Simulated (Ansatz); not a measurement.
# The gap of LaVO4 (P2_1/c): a ladder of methods and an error budget, part 2 of 2

Aim: a best estimate of the quasiparticle gap of LaVO4 (P2_1/c), with each correction and its cost laid out.

Ansatz 0.2.0; density functionals, hybrids, G0W0, plane waves, PAW. Known limits of the many-body steps: not at the basis limit; f levels unsure; no spin polarisation; d states lean on the start; no spin-orbit coupling; coarse k mesh.

So far. Step 13 (G0W0@r2SCAN, 2×2×2 mesh, 462 empty bands, screening to …): Against the run with 2×2×2 mesh, 462 empty bands, screening to 72 eV, the gap moves by −0.014 eV.

In doubt: masses and optical values from hybrid runs of this build are listed as unsure (step 11), which bears on the screening that GW takes from such a start.

### Step 14. G0W0@LDA, 2×2×2 mesh, 462 empty bands, screening to 72 eV

This step: G0W0 on LDA, plane waves, PAW.

File input.yaml:

```yaml
crystal:
  lattice:
    - [6.725, 0.0, 0.0]
    - [0.0, 7.2827, 0.0]
    - [-4.9123006198, 0.0, 6.8121466218]
  atoms:
    - { symbol: La, position: [0.827399, 0.157198, 0.723776] }
    - { symbol: La, position: [0.172601, 0.657198, 0.776224] }
    - { symbol: La, position: [0.172601, 0.842802, 0.276224] }
    - { symbol: La, position: [0.827399, 0.342802, 0.223776] }
    - { symbol: V, position: [0.31429, 0.16481, 0.69917] }
    - { symbol: V, position: [0.68571, 0.66481, 0.80083] }
    - { symbol: V, position: [0.68571, 0.83519, 0.30083] }
    - { symbol: V, position: [0.31429, 0.33519, 0.19917] }
    - { symbol: O, position: [0.8171, 0.4979, 0.7446] }
    - { symbol: O, position: [0.1829, 0.9979, 0.7554] }
    - { symbol: O, position: [0.1829, 0.5021, 0.2554] }
    - { symbol: O, position: [0.8171, 0.0021, 0.2446] }
    - { symbol: O, position: [0.6098, 0.2795, 0.3821] }
    - { symbol: O, position: [0.3902, 0.7795, 0.1179] }
    - { symbol: O, position: [0.3902, 0.7205, 0.6179] }
    - { symbol: O, position: [0.6098, 0.2205, 0.8821] }
    - { symbol: O, position: [0.6587, 0.895, 0.4829] }
    - { symbol: O, position: [0.3413, 0.395, 0.0171] }
    - { symbol: O, position: [0.3413, 0.105, 0.5171] }
    - { symbol: O, position: [0.6587, 0.605, 0.9829] }
    - { symbol: O, position: [0.8898, 0.8436, 0.8857] }
    - { symbol: O, position: [0.1102, 0.3436, 0.6143] }
    - { symbol: O, position: [0.1102, 0.1564, 0.1143] }
    - { symbol: O, position: [0.8898, 0.6564, 0.3857] }
kpoints:
  mp_grid: { grid: [2, 2, 2] }
hamiltonian:
  xc: lda
scf:
  occupations: { method: fixed }
gw:
  n_empty_bands: 462
  ecut_chi: 72
  qp_bands: [v4, c4]
  qp_kpoints: band_edges
  screening: { model: contour_deformation }
```

Run with:

```console
> ansatz run input.yaml --threads 24 --pin off --max-ram 82944MiB --backend cuda --events-out ev --progress --plain --runs-dir out --devices 1 --max-vram 78GiB
```

Run time: 7.9 s. Hardware: 1 × NVIDIA GB200 (shared by 2 runs) with 24 threads of Arm Neoverse V2, shared host; peak memory 2.1 GiB; 22 s of CPU time.

Numbers from this step:

| Item | Value |
| --- | --- |
| bands summed | 558 |
| RPA ε∞ on this mesh (eigenvalues) | 4.263, 4.295, 4.872 |
| plane waves in the screening matrix | 453 |
| G0W0 gap on the mesh | 5.867 eV |
| k of the valence top | -0.5, 0, 0 |
| k of the conduction bottom | -0.5, -0.5, 0 |
| starting gap on the mesh | 3.497 eV |
| least direct G0W0 gap on the computed points | 5.970 eV |

Against the run with 2×2×2 mesh, 462 empty bands, screening to 72 eV on HSE06, the gap moves by −0.33 eV, while the start moved by −1.65 eV.

### Step 15. The ladder

Times are wall times on 1 × NVIDIA GB200 (shared by 2 runs) with 24 threads of Arm Neoverse V2, shared host, good to a factor of about two. G0W0 rows are gaps on the mesh, lowered by the amount that the mesh misses the start's edges, a rough step that assumes the same correction there.

```
                                      level  gap (eV)  least direct gap (eV)   time
                                     r2SCAN      3.91                   4.00  8.2 s
                                        LDA      3.48                   3.57  3.2 s
                                 r2SCAN+SOC      3.91                   4.00  8.8 s
                                      HSE06      5.12                   5.22   27 s
                                       PBE0      5.90                   6.00   28 s
              G0W0@r2SCAN (163 empty bands)      6.34                      -  6.2 s
              G0W0@r2SCAN (462 empty bands)      5.86                      -   11 s
              G0W0@r2SCAN (995 empty bands)      5.76                      -   22 s
               G0W0@HSE06 (462 empty bands)      6.18                      -   47 s
G0W0@r2SCAN (462 empty bands, plasmon pole)      5.96                      -   10 s
    G0W0@r2SCAN (462 empty bands, hard PAW)      5.85                      -   17 s
                 G0W0@LDA (462 empty bands)      5.85                      -  7.9 s
```

### Step 16. Adding up the best estimate

```
                                                                   term       eV  running total (eV)
                                             G0W0 on the mesh, top rung    5.775               5.775
to the limit, by a line in one over the bands through the two top rungs   −0.111               5.664
                                                band edges off the mesh   −0.017               5.647
                                         spin-orbit change, from r2SCAN  −0.0002               5.646
```

Changes that are not added in, each against a run with equal bands and cutoff:

```
                                 change     eV
                            start HSE06  +0.31
plasmon pole in place of full frequency  +0.09
                         hard PAW files  −0.01
                              start LDA  −0.01
```

### Step 17. Outcome

```yaml
r2scan_gap: 3.91 eV, indirect
hse06: 5.12 eV
pbe0: 5.90 eV
g0w0_top_rung_on_the_mesh: 5.78 eV
best_estimate_g0w0_r2scan_with_spin_orbit_change: 5.65 eV
gw_settings_of_the_top_rung: 2×2×2 mesh, 995 empty bands, screening to 120 eV
known_limits: one-shot GW, static lattice; one k mesh, untested; f levels unsure; no spin polarisation; d states lean on the start; coarse k mesh
```

What this shows: The best estimate for G0W0@r2SCAN is 5.65 eV, indirect by r2SCAN+SOC, against 3.91 eV at the start (both with spin-orbit coupling). The pair of rungs below gives a limit −0.20 eV away. Of the changes left open the largest, +0.31 eV, comes from starting at HSE06. Among the functionals PBE0 comes nearest: +0.25 eV from the estimate. The RPA ε∞ on the GW mesh averages 4.0 against 4.2 from perturbation theory, which takes a denser mesh of its own and holds the xc response as well. All runs took 3.8 min, 53 % of it in G0W0. Against experiment, by the best estimate: the gap of 5.65 eV lies +2.15 eV from the measured 3.5 ± 0.2 eV (kind not stated, quoted 2021); the gap of 5.65 eV lies +2.25 eV from the measured 3.4 eV (indirect, 300 K, 2021). The calculation has static nuclei and no excitons; a measured gap holds zero-point and thermal motion, which mostly lowers it. A miss this large is more than these effects usually give: tightly bound excitons can cover part of it, absorption edges can read low, one-shot GW can overshoot, and the runs shown don't tell these apart. Since the estimate itself misses experiment by 2.20 eV, nearness to it is no verdict on a functional. The 2×2×2 mesh is coarse for this cell (its supercell is 13 Å along the shortest edge). The RPA ε∞ on it, from the r2SCAN start, is 3.79, 3.82 and 4.31; such meshes misread the long-range screening, most where the gap is narrow. Empty 4f levels lie among the conduction bands. Their place in the start is unsure; it enters the screening, and the edge itself where they lie low. The runs have no spin polarisation. For a closed low-spin shell that is the natural state; where a d or f shell is open it is a constraint, and the gap is then not the crystal's own. With d states at the gap, one-shot GW leans hard on its start.

[Paths, hosts, dates, memory and timing lines, banners, echoed tables and standing remarks are left out of the program output.]

[Logs are printed without paths, hosts, clocks, repeated set-up lines and the standing remarks that a program may print on its own settings, such as how far it seeks lower states.]

[Runs of the session that timed out or met a known fault of the program may be left out.]

[Cells called generated may have been cut or substituted from an entry of the Crystallography Open Database or the Materials Project.]

[Hosts, paths, dates, database ids (printed as entryN), source tags and the programs' standing remarks are cut or masked in the printed files.]
